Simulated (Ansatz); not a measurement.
# What Na3Y (built on the sites of a database entry of Li3Bi) distorts into, part 2 of 3

Wanted: the energy along a soft mode of Na3Y (built on the sites of a database entry of Li3Bi) and the structure at the end.

Ansatz 0.2.0; DFT PBEsol, scalar-relativistic, plane waves, PAW.

So far, highest frequency on the path or at a solved wavevector (cm⁻¹): step 2 (response at finite wavevector) 158. Also lowest frequency on the path (cm⁻¹): step 2 -14.7.

The structure was built from a prototype and need not be the compound's stable phase.

**6. Relaxing from the distorted cell**

Starting from the lowest point found, all atoms and the cell are let go, so that strain and other modes of the same symmetry can join in.

Contents of input.yaml:

```yaml
crystal:
  lattice:
    - [0.0, -4.0589774831, -4.0589774831]
    - [0.0, 4.0589774831, -4.0589774831]
    - [8.1179549662, 0.0, 0.0]
  atoms:
    - { symbol: Na, position: [1.0310687158, 0.5, 0.25] }
    - { symbol: Na, position: [0.4689312842, 0.0, 0.75] }
    - { symbol: Na, position: [0.5172861899, 0.5, 0.0] }
    - { symbol: Na, position: [-0.0172861899, 0.0, 0.5] }
    - { symbol: Na, position: [0.0310687158, 0.5, 0.75] }
    - { symbol: Na, position: [0.4689312842, 0.0, 0.25] }
    - { symbol: "Y", position: [0.5383257834, 0.5, 0.5] }
    - { symbol: "Y", position: [-0.0383257834, 1.0, 0.0] }
kpoints:
  mp_grid: { grid: [6, 6, 4] }
hamiltonian:
  xc: pbesol
scf:
  occupations: { method: methfessel_paxton, width: 0.15 }
output:
  forces: true
  stress: true
  eigenvalues: true
relax:
  adjacent_minimum: "off"
  f_tol: 0.002
  max_steps: 120
  cell: { stress_tol: 0.03 }
```

Command:

```console
> ansatz run input.yaml --threads 4 --pin off --max-ram 7168MiB --backend cpu --events-out ev --progress --plain --runs-dir out
```

Numbers of over 12 decimals in the logs are rounded to 6 here.

The log of the run:

```text
[...]
Crystal: 8 atoms, lattice volume = 267.491 Å³
Basis set: ecut = 420 eV, 5271 PW (Γ), exchange–correlation on 80×80×120 points (8 copies of the dense FFT grid, shifted against one another)
Bands: 46, of which v1, the nominal top of the filled ones, is band 38 counted from 1 (37 counted from 0)
Symmetry: 8 space group operations
[...]
k-points: 48 of 144
[...]
SCF iter   1: F=—  HF=-16442.100860 eV  |F-HF|=—  |Δ(HF+E_count)|=         —  Δρ=2.44e-3  dr2=1.39e-2  ethr=1.77e-3  ⟨swp⟩=5.3  Hψ=8159  notcnv=0
[...]
SCF iter   7: F=-16442.095035 eV  HF=-16442.095035 eV  |F-HF|=2.06e-9  |Δ(HF+E_count)|=   4.48e-8  S|Δr|=    0.00e0  Δρ=1.99e-6  dr2=1.21e-8  ethr=1.32e-10  ⟨swp⟩=5.7  Hψ=7493  notcnv=0
SCF 1 converged in 7 iterations: F = -16442.095035 eV  dr2 = 1.21e-8
[...]
relax step   1: F+E_penalty+E_count = -16442.09503482 eV  Δ(F+E_penalty+E_count) = +0.000e0 eV  max|allowed force component| = 1.251e-2 eV/Å  Δτ_max = 0.0000 Å  P = -0.001 GPa  Ω = 267.491 Å³  (7 SCF iters, dr2 threshold 1.00e-7 eV, accepted)
Crystal: 8 atoms, lattice volume = 267.495 Å³
Basis set: ecut = 420 eV, 5239 PW (Γ), exchange–correlation on 80×80×120 points (8 copies of the dense FFT grid, shifted against one another)
[...]
SCF iter   5: F=-16442.096087 eV  HF=-16442.096087 eV  |F-HF|=7.00e-9  |Δ(HF+E_count)|=   3.86e-9  S|Δr|=    0.00e0  Δρ=2.24e-6  dr2=8.37e-9  ethr=7.80e-11  ⟨swp⟩=4.1  Hψ=6439  notcnv=0
SCF 2 converged in 5 iterations: F = -16442.096087 eV  dr2 = 8.37e-9
relax step   2: F+E_penalty+E_count = -16442.09608650 eV  Δ(F+E_penalty+E_count) = -1.052e-3 eV  max|allowed force component| = 4.247e-3 eV/Å  Δτ_max = 0.0034 Å  P = -0.003 GPa  Ω = 267.495 Å³  energy of the carried Pulay correction = -4.321e-8 eV  (5 SCF iters, dr2 threshold 5.92e-8 eV, accepted)
Crystal: 8 atoms, lattice volume = 267.244 Å³
Basis set: ecut = 420 eV, 5267 PW (Γ), exchange–correlation on 80×80×120 points (8 copies of the dense FFT grid, shifted against one another)
[...]
SCF iter   6: F=-16442.100726 eV  HF=-16442.100726 eV  |F-HF|=3.02e-9  |Δ(HF+E_count)|=   7.83e-8  S|Δr|=    0.00e0  Δρ=2.15e-6  dr2=1.90e-8  ethr=4.17e-11  ⟨swp⟩=5.2  Hψ=8335  notcnv=0
SCF 3 converged in 6 iterations: F = -16442.100726 eV  dr2 = 1.90e-8
[...]
relax step   3: F+E_penalty+E_count = -16442.10072609 eV  Δ(F+E_penalty+E_count) = -4.640e-3 eV  max|allowed force component| = 1.327e-2 eV/Å  Δτ_max = 0.0264 Å  P = -0.007 GPa  Ω = 267.244 Å³  energy of the carried Pulay correction = +3.288e-6 eV  (6 SCF iters, dr2 threshold 3.17e-8 eV, accepted)
[... from here on, the SCF cycles and remarks between the steps are left out ...]
relax step   4: F+E_penalty+E_count = -16442.15249070 eV  Δ(F+E_penalty+E_count) = -5.176e-2 eV  max|allowed force component| = 6.486e-2 eV/Å  Δτ_max = 0.1537 Å  P = -0.004 GPa  Ω = 265.706 Å³  energy of the carried Pulay correction = +2.380e-5 eV  (7 SCF iters, dr2 threshold 4.93e-8 eV, accepted)
relax step   5: F+E_penalty+E_count = -16442.30004151 eV  Δ(F+E_penalty+E_count) = -1.476e-1 eV  max|allowed force component| = 7.740e-2 eV/Å  Δτ_max = 0.1936 Å  P = +0.035 GPa  Ω = 263.868 Å³  energy of the carried Pulay correction = +4.848e-5 eV  (6 SCF iters, dr2 threshold 5.26e-7 eV, accepted)
relax step   6: F+E_penalty+E_count = -16442.42997642 eV  Δ(F+E_penalty+E_count) = -1.299e-1 eV  max|allowed force component| = 2.794e-2 eV/Å  Δτ_max = 0.1921 Å  P = +0.139 GPa  Ω = 260.477 Å³  energy of the carried Pulay correction = +9.446e-5 eV  (7 SCF iters, dr2 threshold 3.74e-7 eV, accepted)
relax step   7: F+E_penalty+E_count = -16442.25511875 eV  Δ(F+E_penalty+E_count) = +1.749e-1 eV  max|allowed force component| = 1.675e-1 eV/Å  Δτ_max = 0.1878 Å  P = -0.235 GPa  Ω = 268.410 Å³  energy of the carried Pulay correction = -1.218e-5 eV  (7 SCF iters, dr2 threshold 2.38e-7 eV, rejected (line search))
relax step   8: F+E_penalty+E_count = -16442.43697524 eV  Δ(F+E_penalty+E_count) = -6.999e-3 eV  max|allowed force component| = 7.871e-3 eV/Å  Δτ_max = 0.0331 Å  P = -0.043 GPa  Ω = 262.959 Å³  energy of the carried Pulay correction = +6.075e-5 eV  (10 SCF iters, accepted)
relax step   9: F+E_penalty+E_count = -16442.43728279 eV  Δ(F+E_penalty+E_count) = -3.075e-4 eV  max|allowed force component| = 2.351e-3 eV/Å  Δτ_max = 0.0146 Å  P = +0.014 GPa  Ω = 262.186 Å³  energy of the carried Pulay correction = +7.121e-5 eV  (6 SCF iters, dr2 threshold 1.90e-8 eV, accepted)
relax step  10: F+E_penalty+E_count = -16442.43729452 eV  Δ(F+E_penalty+E_count) = -1.173e-5 eV  max|allowed force component| = 3.213e-3 eV/Å  Δτ_max = 0.0041 Å  P = +0.000 GPa  Ω = 262.437 Å³  energy of the carried Pulay correction = +6.781e-5 eV  (6 SCF iters, dr2 threshold 3.46e-10 eV, accepted)
relax step  11: F+E_penalty+E_count = -16442.43731085 eV  Δ(F+E_penalty+E_count) = -1.633e-5 eV  max|allowed force component| = 2.869e-4 eV/Å  Δτ_max = 0.0009 Å  P = +0.000 GPa  Ω = 262.411 Å³  energy of the carried Pulay correction = +6.816e-5 eV  (6 SCF iters, dr2 threshold 6.45e-10 eV, accepted)
relax step  12: F+E_penalty+E_count = -16442.44724664 eV  Δ(F+E_penalty+E_count) = -9.936e-3 eV  max|allowed force component| = 3.335e-4 eV/Å  Δτ_max = 0.0000 Å  P = +0.083 GPa  Ω = 262.411 Å³  stress off target by 2.16e-1 GPa  SCF on the basis re-selected at this cell (its energy is not comparable with the rows above)  (8 SCF iters)
relax step  13: F+E_penalty+E_count = -16442.44897175 eV  Δ(F+E_penalty+E_count) = -1.725e-3 eV  max|allowed force component| = 1.928e-3 eV/Å  Δτ_max = 0.0092 Å  P = +0.020 GPa  Ω = 263.503 Å³  energy of the carried Pulay correction = -1.563e-5 eV  (5 SCF iters, dr2 threshold 1.17e-7 eV, accepted)
relax step  14: F+E_penalty+E_count = -16442.44929884 eV  Δ(F+E_penalty+E_count) = -3.271e-4 eV  max|allowed force component| = 2.108e-4 eV/Å  Δτ_max = 0.0074 Å  P = +0.008 GPa  Ω = 263.727 Å³  energy of the carried Pulay correction = -1.884e-5 eV  (6 SCF iters, dr2 threshold 1.27e-8 eV, accepted)
[...]
SCF iter   6: F=-16442.449316 eV  HF=-16442.449316 eV  |F-HF|=7.28e-12  |Δ(HF+E_count)|=  3.64e-12  S|Δr|=    0.00e0  Δρ=5.36e-8  dr2=8.84e-12  ethr=1.00e-12  ⟨swp⟩=5.5  Hψ=8466  notcnv=0
SCF 15 converged in 6 iterations: F = -16442.449316 eV  dr2 = 8.84e-12
relax step  15: F+E_penalty+E_count = -16442.44931565 eV  Δ(F+E_penalty+E_count) = -1.681e-5 eV  max|allowed force component| = 2.099e-4 eV/Å  Δτ_max = 0.0000 Å  P = +0.008 GPa  Ω = 263.727 Å³  stress off target by 1.69e-2 GPa  SCF on the basis re-selected at this cell (its energy is not comparable with the rows above)  (6 SCF iters)
[...]
SCF converged after 6 iterations
[...]
Free energy (F): -16442.449316 eV
[...]
Internal energy: -16442.449340 eV  (E = F + TS)
E sigma→0 (E₀):  -16442.449322 eV
Entropy (-TS):   0.000025 eV (0.003 meV/atom)
Fermi energy:    3.934172 eV
Step filling:    the computed levels leave a gap of 0.0190 eV = 0.1 smearing widths at the electron count; against every level under it full and every level over it empty, smearing changes F+E_penalty+E_count by -0.061 meV and its σ→0 estimate by -0.067 meV
[...]
--- Forces (eV/Å), atoms counted from 1 ---
  atom   1  Na     0.00001356     0.00019243     0.00019243
  atom   2  Na     0.00001356    -0.00019243    -0.00019243
  atom   3  Na     0.00000000     0.00020994     0.00020994
  atom   4  Na     0.00000000    -0.00020994    -0.00020994
  atom   5  Na    -0.00001356     0.00019243     0.00019243
  atom   6  Na    -0.00001356    -0.00019243    -0.00019243
  atom   7  Y      0.00000000    -0.00020191    -0.00020191
  atom   8  Y      0.00000000     0.00020191     0.00020191
  max |Σ_I F_I| component: 1.30e-18 eV/Å
--- Stress (GPa, compression-positive) ---
        0.000516       0.000000      -0.000000
        0.000000       0.011579       0.005307
       -0.000000       0.005307       0.011579
  P = ⅓ Tr σ = 0.0079 GPa (0.079 kbar)
--- Band table (eV; the first three rows and the last of 48) ---
  k-point 0: bands = [... 34 lower, 3.1735, 3.2936, 3.5361, 3.7829, 4.1606, 4.3166, 4.5582, 4.6223, ... 4 higher]
  k-point 1: bands = [... 34 lower, 3.2456, 3.3103, 3.7724, 4.1370, 4.2842, 4.4616, 4.4662, 4.5818, ... 4 higher]
  k-point 2: bands = [... 34 lower, 3.3288, 3.3288, 4.2154, 4.2154, 4.2843, 4.2843, 4.4145, 4.4145, ... 4 higher]
  k-point 47: bands = [... 34 lower, 2.7151, 2.7151, 3.0773, 3.0773, 3.1012, 3.1012, 4.6937, 4.6937, ... 4 higher]
--- Relaxed structure (13 steps of the walk, 12 accepted, 2 SCFs on fresh bases) ---
  F+E_penalty+E_count = -16442.44931565 eV   max|allowed force component| = 2.099e-4 eV/Å   (the final SCF, on the basis selected at the relaxed cell)
  cell:  # Å, volume = 263.7271 Å³
    - [0, -4.748867, -4.748867]
    - [0, 4.047658, -4.047658]
    - [6.860107, 0, 0]
  atoms:
    - { symbol: Na, position: [1.108993, 0.500000, 0.246479] }
    - { symbol: Na, position: [0.391007, 2.7755575615628914e-17, 0.746479] }
    - { symbol: Na, position: [0.563941, 0.500000, -1.33556071325808e-19] }
    - { symbol: Na, position: [-0.063941, 0.0, 0.5] }
    - { symbol: Na, position: [0.108993, 0.500000, 0.753521] }
    - { symbol: Na, position: [0.391007, 0.0, 0.253521] }
    - { symbol: Y, position: [0.645383, 0.5, 0.5] }
    - { symbol: Y, position: [-0.145383, 1.000000, -1.33556071325808e-19] }
```

It took 2 min on 4 threads of Arm Neoverse V1, shared host; peak memory 0.87 GiB; 7.9 min of CPU time.

Relaxation path:

```
step  energy less that of the first step (eV)  largest force component (eV/Å)  pressure (GPa)  volume (Å³)
   1                                   0.0000                          0.0125            0.00       267.49
   2                                  -0.0011                          0.0042            0.00       267.49
   3                                  -0.0057                          0.0133           -0.01       267.24
   4                                  -0.0575                          0.0649            0.00       265.71
   5                                  -0.2050                          0.0774            0.03       263.87
   6                                  -0.3349                          0.0279            0.14       260.48
   7                                  -0.1601                          0.1675           -0.23       268.41
   8                                  -0.3419                          0.0079           -0.04       262.96
   9                                  -0.3422                          0.0024            0.01       262.19
  10                                  -0.3423                          0.0032            0.00       262.44
  11                                  -0.3423                          0.0003            0.00       262.41
 12*                                  -0.3522                          0.0003            0.08       262.41
  13                                  -0.3539                          0.0019            0.02       263.50
  14                                  -0.3543                          0.0002            0.01       263.73
 15*                                  -0.3543                          0.0002            0.01       263.73
```

Relaxation steps marked * repeat the geometry before them on a plane-wave basis chosen anew for their cell, so energy and pressure can jump there. Relaxation step 7 was tried and not accepted.

Forces are held to the 8 operations that the run works with; a distortion that breaks them can't arise in this run.

```
     cell as run  before  after   change
           a (Å)   5.740  6.716  +17.0 %
           b (Å)   5.740  5.724   -0.3 %
           c (Å)   8.118  6.860  -15.5 %
volume (Å³/atom)   33.44  32.97   -1.4 %
```

The atoms that moved most (Å, as changes of fractional coordinates times the final cell):

```
atom      dx      dy      dz  length
  Y8   0.000   0.508   0.508   0.719
  Y7   0.000  -0.508  -0.508   0.719
 Na1  -0.024  -0.370  -0.370   0.524
 Na6   0.024   0.370   0.370   0.524
 Na5   0.024  -0.370  -0.370   0.524
 Na2  -0.024   0.370   0.370   0.524
 Na4   0.000   0.222   0.222   0.313
 Na3   0.000  -0.222  -0.222   0.313
```

This step gave:

```
pressure        : 0.007891 GPa
volume per atom : 32.97 Å³
```

The distorted start has space group Pmmn; the relaxation ends in Pmmn.

**7. The new phase in its own primitive cell**

The relaxed structure is symmetrised, reduced to its primitive cell and relaxed tightly, as its phonons need.

Contents of input.yaml:

```yaml
crystal:
  lattice:
    - [5.7242534248, 0.0, 0.0]
    - [0.0, 6.8601072877, 0.0]
    - [0.0, 0.0, 6.7159114777]
  atoms:
    - { symbol: Na, position: [0.5, 0.7535207372, 0.8589929614] }
    - { symbol: Na, position: [0.0, 0.2535207372, 0.1410070386] }
    - { symbol: Na, position: [0.5, 0.0, 0.3139407019] }
    - { symbol: Na, position: [0.0, 0.5, 0.6860592981] }
    - { symbol: Na, position: [0.5, 0.2464792628, 0.8589929614] }
    - { symbol: Na, position: [0.0, 0.7464792628, 0.1410070386] }
    - { symbol: "Y", position: [0.5, 0.5, 0.3953825083] }
    - { symbol: "Y", position: [0.0, 0.0, 0.6046174917] }
kpoints:
  mp_grid: { grid: [6, 6, 6] }
hamiltonian:
  xc: pbesol
scf:
  occupations: { method: methfessel_paxton, width: 0.15 }
output:
  forces: true
  stress: true
  eigenvalues: true
relax:
  adjacent_minimum: "off"
  f_tol: 0.001
  max_steps: 60
  cell: { stress_tol: 0.01 }
```

The log of the run:

```text
[...]
Crystal: 8 atoms, lattice volume = 263.727 Å³
Basis set: ecut = 420 eV, 5135 PW (Γ), exchange–correlation on 80×96×90 points (8 copies of the dense FFT grid, shifted against one another)
Bands: 46, of which v1, the nominal top of the filled ones, is band 38 counted from 1 (37 counted from 0)
Symmetry: 8 space group operations
[...]
k-points: 64 of 216
[...]
- [0, 6.811753, 0]
    - [0, 0, 6.768509]
  atoms:
    - { symbol: Na, position: [0.5, 0.753630, 0.859587] }
    - { symbol: Na, position: [0, 0.253630, 0.140413] }
    - { symbol: Na, position: [0.5, 0, 0.312402] }
    - { symbol: Na, position: [0, 0.500000, 0.687598] }
    - { symbol: Na, position: [0.5, 0.246370, 0.859587] }
    - { symbol: Na, position: [0, 0.746370, 0.140413] }
    - { symbol: Y, position: [0.5, 0.500000, 0.398483] }
    - { symbol: Y, position: [0, 0, 0.601517] }
[key lines of the parts left out:]
SCF converged after 6 iterations
Free energy (F): -16442.450767 eV
Fermi energy:    3.956706 eV
P = ⅓ Tr σ = -0.0003 GPa (-0.003 kbar)
```

Wall time 91 s (4 threads); peak memory 0.96 GiB.

The steps of the relaxation:

```
step  energy less that of the first step (eV)  largest force component (eV/Å)  pressure (GPa)  volume (Å³)
   1                                   0.0000                          0.0045           -0.01       263.73
   2                                  -0.0006                          0.0068            0.00       263.63
   3                                  -0.0010                          0.0230            0.01       263.59
   4                                  -0.0012                          0.0133           -0.01       263.67
   5                                  -0.0013                          0.0026            0.02       263.36
   6                                  -0.0012                          0.0047           -0.04       264.34
   7                                  -0.0014                          0.0004            0.00       263.59
   8                                  -0.0014                          0.0002            0.00       263.63
  9*                                  -0.0014                          0.0002            0.00       263.63
```

Relaxation steps marked * repeat the geometry before them on a plane-wave basis chosen anew for their cell, so energy and pressure can jump there. Relaxation step 6 was tried and not accepted.

Forces are held to the 8 operations that the run works with; a distortion that breaks them can't arise in this run.

```
conventional cell, symmetrised  before  after  change
                         a (Å)   5.724  5.718  -0.1 %
                         b (Å)   6.860  6.812  -0.7 %
                         c (Å)   6.716  6.769  +0.8 %
              volume (Å³/atom)   32.97  32.95  -0.0 %
```

The atoms that moved most (Å, as changes of fractional coordinates times the final cell):

```
atom     dx     dy      dz  length
  Y7  0.000  0.000   0.021   0.021
  Y8  0.000  0.000  -0.021   0.021
 Na4  0.000  0.000   0.010   0.010
 Na3  0.000  0.000  -0.010   0.010
```

Final coordinates:

```cif
data_structure
_symmetry_space_group_name_H-M 'P 1'
_symmetry_Int_Tables_number 1
_cell_length_a 5.7181
_cell_length_b 6.8118
_cell_length_c 6.7685
_cell_angle_alpha 90.000
_cell_angle_beta 90.000
_cell_angle_gamma 90.000
_cell_volume 263.63
loop_
_atom_site_label
_atom_site_type_symbol
_atom_site_fract_x
_atom_site_fract_y
_atom_site_fract_z
_atom_site_occupancy
Na1 Na 0.50000 0.75363 0.85959 1
Na2 Na 0.00000 0.25363 0.14041 1
Na3 Na 0.50000 0.00000 0.31240 1
Na4 Na 0.00000 0.50000 0.68760 1
Na5 Na 0.50000 0.24637 0.85959 1
Na6 Na 0.00000 0.74637 0.14041 1
Y7 Y 0.50000 0.50000 0.39848 1
Y8 Y 0.00000 0.00000 0.60152 1
```

This step gave:

| Property | Result |
| --- | --- |
| pressure | -3.34e-4 GPa |
| volume per atom | 32.95 Å³ |

The largest force component left is 0.20 meV/Å and the pressure is 0.000 GPa, within the tolerances set. The cell now holds 32.95 Å³/atom.

(Part 2 of 3 ends here.)

[Logs are printed without paths, hosts, clocks, repeated set-up lines and the standing remarks that a program may print on its own settings, such as how far it seeks lower states.]

[Hosts, paths, dates, database ids (printed as entryN), source tags and the programs' standing remarks are cut or masked in the printed files.]
